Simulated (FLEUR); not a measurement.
# MnAu: parallel and opposed starts, part 2 of 3

A self-consistent run ends on one state, which hangs on the start. Several orders of MnAu are started in FLEUR and their energies compared.

FLEUR MaX-R8.1; LDA (VWN); all-electron FLAPW, Dirac cores, scalar-relativistic bands.

So far, largest spin moment in the muffin-tin sphere (μB): step 2 (order 1, typed as ferro +) 3.90; step 3 (order 2, typed as antiferro q=(1/2,1/2,0) +-) 3.93.

### Step 4. Order 3, typed as antiferro q=(0,1/2,1/2) +-

Reversing part of the moments tests the sign of the couplings between them.

This order needs a doubled cell of 4 atoms. The mesh is halved along the doubled vector, so that both cells sample the same points. The k list default-1 (kpts.xml, not shown) is a Γ-centred 8×4×8 mesh.

inp.xml

```
<?xml version="1.0" encoding="UTF-8" standalone="no"?>
<fleurInput fleurInputVersion="0.39">
   <comment>
      MnAu
   </comment>
   <calculationSetup>
      <cutoffs Kmax="3.6" Gmax="10.8" GmaxXC="10.8" numbands="0"/>
      <scfLoop itmax="90" minDistance="0.00002" maxIterBroyd="15" imix="Anderson" alpha="0.05" precondParam="0.0" spinf="2.0" sdNocoIR="T"/>
      <coreElectrons ctail="T" frcor="F" kcrel="0" coretail_lmax="0"/>
      <xcFunctional name="vwn" relativisticCorrections="F"/>
      <magnetism jspins="2"/>
      <soc l_soc="F" theta="0.0" phi="0.0" spav="F"/>
      <expertModes spex="0" secvar="F"/>
      <geometryOptimization l_f="F" forcealpha="1.0" forcemix="BFGS" epsdisp="0.00001" epsforce="0.00001"/>
      <ldaU l_linMix="F" mixParam="0.05" spinf="1.0"/>
   </calculationSetup>
   <cell>
      <bzIntegration valenceElectrons="64.0" mode="hist" fermiSmearingEnergy="0.00183747">
         <kPointListSelection listName="default-1"/>
         <xi:include xmlns:xi="http://www.w3.org/2001/XInclude" href="kpts.xml"> </xi:include>
      </bzIntegration>
      <xi:include xmlns:xi="http://www.w3.org/2001/XInclude" href="sym.xml"> </xi:include>
      <bulkLattice scale="1.0">
         <bravaisMatrix>
            <row-1>    6.0258169366651346     0.0000000000000000     0.0000000000000000</row-1>
            <row-2>    0.0000000000000000    12.0516338733302693     0.0000000000000000</row-2>
            <row-3>    0.0000000000000000     6.0258169366651346     6.2547345799469296</row-3>
         </bravaisMatrix>
      </bulkLattice>
   </cell>
   <atomSpecies>
      <species name="Manganese 3.501" element="Mn" atomicNumber="25">
         <mtSphere radius="2.58" gridPoints="853" logIncrement="0.014"/>
         <atomicCutoffs lmax="10" lnonsphr="8"/>
         <electronConfig flipSpins="F">
            <coreConfig>(1s1/2) (2s1/2) (2p1/2) (2p3/2)</coreConfig>
            <valenceConfig>(3s1/2) (3p1/2) (3p3/2) (4s1/2) (3d3/2) (3d5/2)</valenceConfig>
            <stateOccupation state="(3d3/2)" spinUp="1.2505" spinDown="0.7495"/>
            <stateOccupation state="(3d5/2)" spinUp="3.0" spinDown="0.0"/>
         </electronConfig>
         <energyParameters s="4" p="4" d="3" f="4"/>
         <lo type="SCLO" l="0" n="3" eDeriv="0"/>
         <lo type="SCLO" l="1" n="3" eDeriv="0"/>
      </species>
      <species name="Manganese -3.501" element="Mn" atomicNumber="25">
         <mtSphere radius="2.58" gridPoints="853" logIncrement="0.014"/>
         <atomicCutoffs lmax="10" lnonsphr="8"/>
         <electronConfig flipSpins="F">
            <coreConfig>(1s1/2) (2s1/2) (2p1/2) (2p3/2)</coreConfig>
            <valenceConfig>(3s1/2) (3p1/2) (3p3/2) (4s1/2) (3d3/2) (3d5/2)</valenceConfig>
            <stateOccupation state="(3d3/2)" spinUp="0.7495" spinDown="1.2505"/>
            <stateOccupation state="(3d5/2)" spinUp="0.0" spinDown="3.0"/>
         </electronConfig>
         <energyParameters s="4" p="4" d="3" f="4"/>
         <lo type="SCLO" l="0" n="3" eDeriv="0"/>
         <lo type="SCLO" l="1" n="3" eDeriv="0"/>
      </species>
      <species name="Gold (Au)" element="Au" atomicNumber="79">
         <mtSphere radius="2.58" gridPoints="853" logIncrement="0.016"/>
         <atomicCutoffs lmax="10" lnonsphr="8"/>
         <electronConfig flipSpins="F">
            <coreConfig>(1s1/2) (2s1/2) (2p1/2) (2p3/2) (3s1/2) (3p1/2) (3p3/2) (4s1/2) (3d3/2) (3d5/2) (4p1/2) (4p3/2) (5s1/2) (4d3/2) (4d5/2) (4f5/2) (4f7/2)</coreConfig>
            <valenceConfig>(5p1/2) (5p3/2) (6s1/2) (5d3/2) (5d5/2)</valenceConfig>
            <stateOccupation state="(6s1/2)" spinUp="0.500000" spinDown="0.500000"/>
         </electronConfig>
         <energyParameters s="6" p="6" d="5" f="5"/>
         <lo type="SCLO" l="1" n="5" eDeriv="0"/>
      </species>
   </atomSpecies>
   <atomGroups>
      <atomGroup species="Manganese 3.501">
         <relPos label="                   1">1.000/2.000 .0000000000 1.000/2.000</relPos>
         <force calculate="T" relaxXYZ="TTT"/>
      </atomGroup>
      <atomGroup species="Manganese -3.501">
         <relPos label="                   2">1.000/2.000 1.000/2.000 1.000/2.000</relPos>
         <force calculate="T" relaxXYZ="TTT"/>
      </atomGroup>
      <atomGroup species="Gold (Au)">
         <relPos label="                   3">.0000000000 .0000000000 .0000000000</relPos>
         <relPos label="                   4">.0000000000 1.000/2.000 .0000000000</relPos>
         <force calculate="T" relaxXYZ="TTT"/>
      </atomGroup>
   </atomGroups>
   <output dos="F" band="F" slice="F">
      <bandDOS minEnergy="-.5*Htr" maxEnergy="0.5*Htr" sigma="0.015" storeEVData="T"/>
      <plotting iplot="0" polar="F">
         <plot TwoD="T" vec1="  1.0  0.0  0.0" vec2="  0.0  1.0  0.0" vec3="  0.0  0.0  1.0" zero="  0.0  0.0  0.0" file="plot"/>
      </plotting>
      <moessbauerParams electricFieldGradient="F" isomerShift="F" coreHyperfine="F" valenceHyperfine="F"/>
   </output>
</fleurInput>
```

crystal.txt

```
MnAu
&input film=F cartesian=F /
3.18872500000  0.00000000000  0.00000000000
0.00000000000  6.37745000000  0.00000000000
0.00000000000  3.18872500000  3.30986300000
1.8897261246
1.0 1.0 1.0

4
25 0.50000000000  0.00000000000  0.50000000000 : 3.501
25 0.50000000000  0.50000000000  0.50000000000 : -3.501
79 0.00000000000  0.00000000000  0.00000000000
79 0.00000000000  0.50000000000  0.00000000000

&kpt div1=8 div2=4 div3=8 gamma=T /
```

The run is started by

```bash
OMP_NUM_THREADS=1 inpgen -f crystal.txt > inpgen.log  # inp.xml is then edited as shown
OMP_NUM_THREADS=1 mpirun -n 2 fleur_MPI > fleur.log
```

Output:

```text
[banner, memory and clock lines left out]
Welcome to FLEUR        (www.flapw.de)
      MaX-Release 8.1          (www.max-centre.eu)

 ========== k-point set info ==========
 Selected k-point list: default-1
 k-point list type: mesh
 0 x 0 x 0
 Number of k points: 66

 [... set-up left out ...]
 Iteration:     1   Distance:      24.55550819 me/bohr^3
 Iteration:     2   Distance:      15.97238149 me/bohr^3
 Iteration:     3   Distance:       9.61544104 me/bohr^3
 Iteration:     4   Distance:       6.71903469 me/bohr^3
 Iteration:     5   Distance:       5.19582244 me/bohr^3
[...]
<sumOfEigenvalues value="   -24762.9592087141">
               <coreElectrons value="-24720.2385185601"/>
               <valenceElectrons value="-42.7206901540"/>
            </sumOfEigenvalues>
         [... left out ...]
            <freeEnergy value="-40387.9344816094"/>
            <extrapolationTo0K value="-40387.9339121031"/>
         </totalEnergy>
         <densityConvergence units="me/bohr^3">
            <chargeDensity spin="1" distance="0.0000025474"/>
            <chargeDensity spin="2" distance="0.0000025523"/>
            <overallChargeDensity distance="0.0000029691"/>
            <spinDensity distance="0.0000041462"/>
         </densityConvergence>
      </iteration>
```

Wall time 2.8 min (2 MPI ranks of Arm Neoverse V1, shared host); peak memory 0.21 GiB; 5.7 min of CPU time.

Spin moment in the muffin-tin sphere by atom:

| atom | spin moment in the muffin-tin sphere (μB) |
| --- | --- |
| Mn1 | 3.91 |
| Mn2 | -3.91 |
| Au3 | 0.00 |
| Au4 | 0.00 |

Numbers from this step:

```
free energy                                                       : -1099011.6849 eV
program's band gap on this mesh (in a metal only a level spacing) : 0.006360 eV
magnetization                                                     : 0 μB
final state                                                       : antiferromagnetic
```

It lies 76.3 meV a seeded atom over the first start, and its largest moment is 3.91 μB against 3.91 μB.

### Step 5. Run 4 (antiferro q=(0,0,1/2) +-)

Another pattern of signs weighs the neighbour shells otherwise.

The cell is doubled to 4 atoms to hold this order. The mesh is halved along the doubled vector, so that both cells sample the same points. The k list default-1 (kpts.xml, not shown) is a Γ-centred 8×8×4 mesh.

Edit inp.xml of step 4 so:

```diff
@@ -25,4 +25,4 @@
             <row-1>    6.0258169366651346     0.0000000000000000     0.0000000000000000</row-1>
-            <row-2>    0.0000000000000000    12.0516338733302693     0.0000000000000000</row-2>
-            <row-3>    0.0000000000000000     6.0258169366651346     6.2547345799469296</row-3>
+            <row-2>    0.0000000000000000     6.0258169366651346     0.0000000000000000</row-2>
+            <row-3>    0.0000000000000000     0.0000000000000000    12.5094691598938592</row-3>
          </bravaisMatrix>
@@ -71,3 +71,3 @@
       <atomGroup species="Manganese 3.501">
-         <relPos label="                   1">1.000/2.000 .0000000000 1.000/2.000</relPos>
+         <relPos label="                   1">1.000/2.000 1.000/2.000 .0000000000</relPos>
          <force calculate="T" relaxXYZ="TTT"/>
@@ -79,4 +79,4 @@
       <atomGroup species="Gold (Au)">
-         <relPos label="                   3">.0000000000 .0000000000 .0000000000</relPos>
-         <relPos label="                   4">.0000000000 1.000/2.000 .0000000000</relPos>
+         <relPos label="                   3">.0000000000 .0000000000 -1.000/4.000</relPos>
+         <relPos label="                   4">.0000000000 .0000000000 1.000/4.000</relPos>
          <force calculate="T" relaxXYZ="TTT"/>
```

crystal.txt

```
MnAu
&input film=F cartesian=F /
3.18872500000  0.00000000000  0.00000000000
0.00000000000  3.18872500000  0.00000000000
0.00000000000  0.00000000000  6.61972600000
1.8897261246
1.0 1.0 1.0

4
25 0.50000000000  0.50000000000  0.25000000000 : 3.501
25 0.50000000000  0.50000000000  0.75000000000 : -3.501
79 0.00000000000  0.00000000000  0.00000000000
79 0.00000000000  0.00000000000  0.50000000000

&kpt div1=8 div2=8 div3=4 gamma=T /
```

Output:

```text
[banner, memory and clock lines left out]
Welcome to FLEUR        (www.flapw.de)
      MaX-Release 8.1          (www.max-centre.eu)

 ========== k-point set info ==========
 Selected k-point list: default-1
 k-point list type: mesh
 0 x 0 x 0
 Number of k points: 46

 [... set-up left out ...]
 Iteration:     1   Distance:      24.67560033 me/bohr^3
 Iteration:     2   Distance:      16.06840144 me/bohr^3
 Iteration:     3   Distance:       9.63016132 me/bohr^3
 Iteration:     4   Distance:       7.05405255 me/bohr^3
 Iteration:     5   Distance:       5.88271017 me/bohr^3
[...]
<sumOfEigenvalues value="   -24762.9915433608">
               <coreElectrons value="-24720.2649183409"/>
               <valenceElectrons value="-42.7266250199"/>
            </sumOfEigenvalues>
         [... left out ...]
            <freeEnergy value="-40387.9465155655"/>
            <extrapolationTo0K value="-40387.9461819374"/>
         </totalEnergy>
         <densityConvergence units="me/bohr^3">
            <chargeDensity spin="1" distance="0.0000115659"/>
            <chargeDensity spin="2" distance="0.0000090150"/>
            <overallChargeDensity distance="0.0000110722"/>
            <spinDensity distance="0.0000175352"/>
         </densityConvergence>
      </iteration>
```

Run time: 90 s. Hardware: 2 MPI ranks; peak memory 0.18 GiB; 3 min of CPU time.

Read from the output:

```
free energy                                                       : -1099012.0123 eV
program's band gap on this mesh (in a metal only a level spacing) : 0.006593 eV
magnetization                                                     : 0 μB
final state                                                       : antiferromagnetic
largest moment                                                    : 3.944 μB
```

It lies 87.5 meV a seeded atom under the first start, and its largest moment is 3.94 μB against 3.91 μB.

### Step 6. Start 5: no spin polarisation

Without spin polarisation no moment can form, so the difference from the other runs is what forming moments gains.

The k list default-1 (kpts.xml, not shown) is a Γ-centred 8×8×8 mesh.

inp.xml

```
<?xml version="1.0" encoding="UTF-8" standalone="no"?>
<fleurInput fleurInputVersion="0.39">
   <comment>
      MnAu
   </comment>
   <calculationSetup>
      <cutoffs Kmax="3.6" Gmax="10.8" GmaxXC="10.8" numbands="0"/>
      <scfLoop itmax="90" minDistance="0.00002" maxIterBroyd="15" imix="Anderson" alpha="0.05" precondParam="0.0" spinf="2.0" sdNocoIR="T"/>
      <coreElectrons ctail="T" frcor="F" kcrel="0" coretail_lmax="0"/>
      <xcFunctional name="vwn" relativisticCorrections="F"/>
      <magnetism jspins="1"/>
      <soc l_soc="F" theta="0.0" phi="0.0" spav="F"/>
      <expertModes spex="0" secvar="F"/>
      <geometryOptimization l_f="F" forcealpha="1.0" forcemix="BFGS" epsdisp="0.00001" epsforce="0.00001"/>
      <ldaU l_linMix="F" mixParam="0.05" spinf="1.0"/>
   </calculationSetup>
   <cell>
      <bzIntegration valenceElectrons="32.0" mode="hist" fermiSmearingEnergy="0.00183747">
         <kPointListSelection listName="default-1"/>
         <xi:include xmlns:xi="http://www.w3.org/2001/XInclude" href="kpts.xml"> </xi:include>
      </bzIntegration>
      <xi:include xmlns:xi="http://www.w3.org/2001/XInclude" href="sym.xml"> </xi:include>
      <bulkLattice scale="1.0">
         <bravaisMatrix>
            <row-1>    6.0258169366651346     0.0000000000000000     0.0000000000000000</row-1>
            <row-2>    0.0000000000000000     6.0258169366651346     0.0000000000000000</row-2>
            <row-3>    0.0000000000000000     0.0000000000000000     6.2547345799469296</row-3>
         </bravaisMatrix>
      </bulkLattice>
   </cell>
   <atomSpecies>
      <species name="Manganese (Mn)" element="Mn" atomicNumber="25">
         <mtSphere radius="2.58" gridPoints="853" logIncrement="0.014"/>
         <atomicCutoffs lmax="10" lnonsphr="8"/>
         <electronConfig flipSpins="F">
            <coreConfig>(1s1/2) (2s1/2) (2p1/2) (2p3/2)</coreConfig>
            <valenceConfig>(3s1/2) (3p1/2) (3p3/2) (4s1/2) (3d3/2) (3d5/2)</valenceConfig>
            <stateOccupation state="(3d3/2)" spinUp="1.000000" spinDown="1.000000"/>
            <stateOccupation state="(3d5/2)" spinUp="1.500000" spinDown="1.500000"/>
         </electronConfig>
         <energyParameters s="4" p="4" d="3" f="4"/>
         <lo type="SCLO" l="0" n="3" eDeriv="0"/>
         <lo type="SCLO" l="1" n="3" eDeriv="0"/>
      </species>
      <species name="Gold (Au)" element="Au" atomicNumber="79">
         <mtSphere radius="2.58" gridPoints="853" logIncrement="0.016"/>
         <atomicCutoffs lmax="10" lnonsphr="8"/>
         <electronConfig flipSpins="F">
            <coreConfig>(1s1/2) (2s1/2) (2p1/2) (2p3/2) (3s1/2) (3p1/2) (3p3/2) (4s1/2) (3d3/2) (3d5/2) (4p1/2) (4p3/2) (5s1/2) (4d3/2) (4d5/2) (4f5/2) (4f7/2)</coreConfig>
            <valenceConfig>(5p1/2) (5p3/2) (6s1/2) (5d3/2) (5d5/2)</valenceConfig>
            <stateOccupation state="(6s1/2)" spinUp="0.500000" spinDown="0.500000"/>
         </electronConfig>
         <energyParameters s="6" p="6" d="5" f="5"/>
         <lo type="SCLO" l="1" n="5" eDeriv="0"/>
      </species>
   </atomSpecies>
   <atomGroups>
      <atomGroup species="Manganese (Mn)">
         <relPos label="                   1">1.000/2.000 1.000/2.000 1.000/2.000</relPos>
         <force calculate="T" relaxXYZ="TTT"/>
      </atomGroup>
      <atomGroup species="Gold (Au)">
         <relPos label="                   2">.0000000000 .0000000000 .0000000000</relPos>
         <force calculate="T" relaxXYZ="TTT"/>
      </atomGroup>
   </atomGroups>
   <output dos="F" band="F" slice="F">
      <bandDOS minEnergy="-.5*Htr" maxEnergy="0.5*Htr" sigma="0.015" storeEVData="T"/>
      <plotting iplot="0" polar="F">
         <plot TwoD="T" vec1="  1.0  0.0  0.0" vec2="  0.0  1.0  0.0" vec3="  0.0  0.0  1.0" zero="  0.0  0.0  0.0" file="plot"/>
      </plotting>
      <moessbauerParams electricFieldGradient="F" isomerShift="F" coreHyperfine="F" valenceHyperfine="F"/>
   </output>
</fleurInput>
```

crystal.txt

```
MnAu
&input film=F cartesian=F /
3.18872500000  0.00000000000  0.00000000000
0.00000000000  3.18872500000  0.00000000000
0.00000000000  0.00000000000  3.30986300000
1.8897261246
1.0 1.0 1.0

2
25 0.50000000000  0.50000000000  0.50000000000
79 0.00000000000  0.00000000000  0.00000000000

&kpt div1=8 div2=8 div3=8 gamma=T /
```

Output:

```text
[banner, memory and clock lines left out]
Welcome to FLEUR        (www.flapw.de)
      MaX-Release 8.1          (www.max-centre.eu)

 ========== k-point set info ==========
 Selected k-point list: default-1
 k-point list type: mesh
 0 x 0 x 0
 Number of k points: 76

 [... set-up left out ...]
 Iteration:     1   Distance:      44.23314766 me/bohr^3
 Iteration:     2   Distance:      15.66528670 me/bohr^3
 Iteration:     3   Distance:      13.25809604 me/bohr^3
 Iteration:     4   Distance:       7.38983037 me/bohr^3
 Iteration:     5   Distance:       4.96920568 me/bohr^3
[...]
<FermiEnergy value="0.2877577601" units="Htr"/>
         [... left out ...]
         <totalEnergy value="   -20193.9189341691" units="Htr">
            <sumOfEigenvalues value="   -12382.6943991838">
               <coreElectrons value="-12361.1722215455"/>
               <valenceElectrons value="-21.5221776383"/>
            </sumOfEigenvalues>
         [... left out ...]
            <freeEnergy value="-20193.9203051353"/>
            <extrapolationTo0K value="-20193.9196196522"/>
         </totalEnergy>
         <densityConvergence units="me/bohr^3">
            <chargeDensity spin="1" distance="0.0000142820"/>
         </densityConvergence>
      </iteration>
```

It took 18 s on 2 MPI ranks; peak memory 0.1 GiB; 37 s of CPU time.

Read from the output:

- free energy: -549504.5652 eV
- program's band gap on this mesh (in a metal only a level spacing): 0.01067 eV
- final state: non-magnetic (no spin polarisation)

It lies 1353 meV a seeded atom over the first start.

### Step 7. Ranking

Free energies are divided by the number of seeded atoms, so that cells of unlike size compare. Wavevectors q in the names are fractions of the primitive cell's reciprocal vectors.

Orders:

```
                     start        final state  typed order kept  energy over the lowest (meV a seeded atom)  largest sphere moment (μB)  net moment (μB a primitive cell)  mesh matched  CPU time (s)
                   ferro +      ferromagnetic               yes                                       87.46                       3.905                             4.034           yes          77.4
antiferro q=(1/2,1/2,0) +-  antiferromagnetic               yes                                       164.3                       3.926                                 0           yes         329.9
antiferro q=(0,1/2,1/2) +-  antiferromagnetic               yes                                       163.7                       3.911                                 0           yes         339.2
  antiferro q=(0,0,1/2) +-  antiferromagnetic               yes                                           0                       3.944                                 0           yes         179.7
      no spin polarisation       non-magnetic                 -                                        1441                           0                                 0           yes         36.63
```

[end of part 2 of 3]

[Logs and program files are shortened in this print: banners, set-up blocks, solver, clock and traceback lines can be left out without a mark of their own.]

[Logs are printed without paths, hosts, clocks, repeated set-up lines and the standing remarks that a program may print on its own settings, such as how far it seeks lower states.]

[Hosts, paths, dates, database ids (printed as entryN), source tags and the programs' standing remarks are cut or masked in the printed files.]

[Where a cell is said to come from a database of computed structures, the database is the Materials Project.]
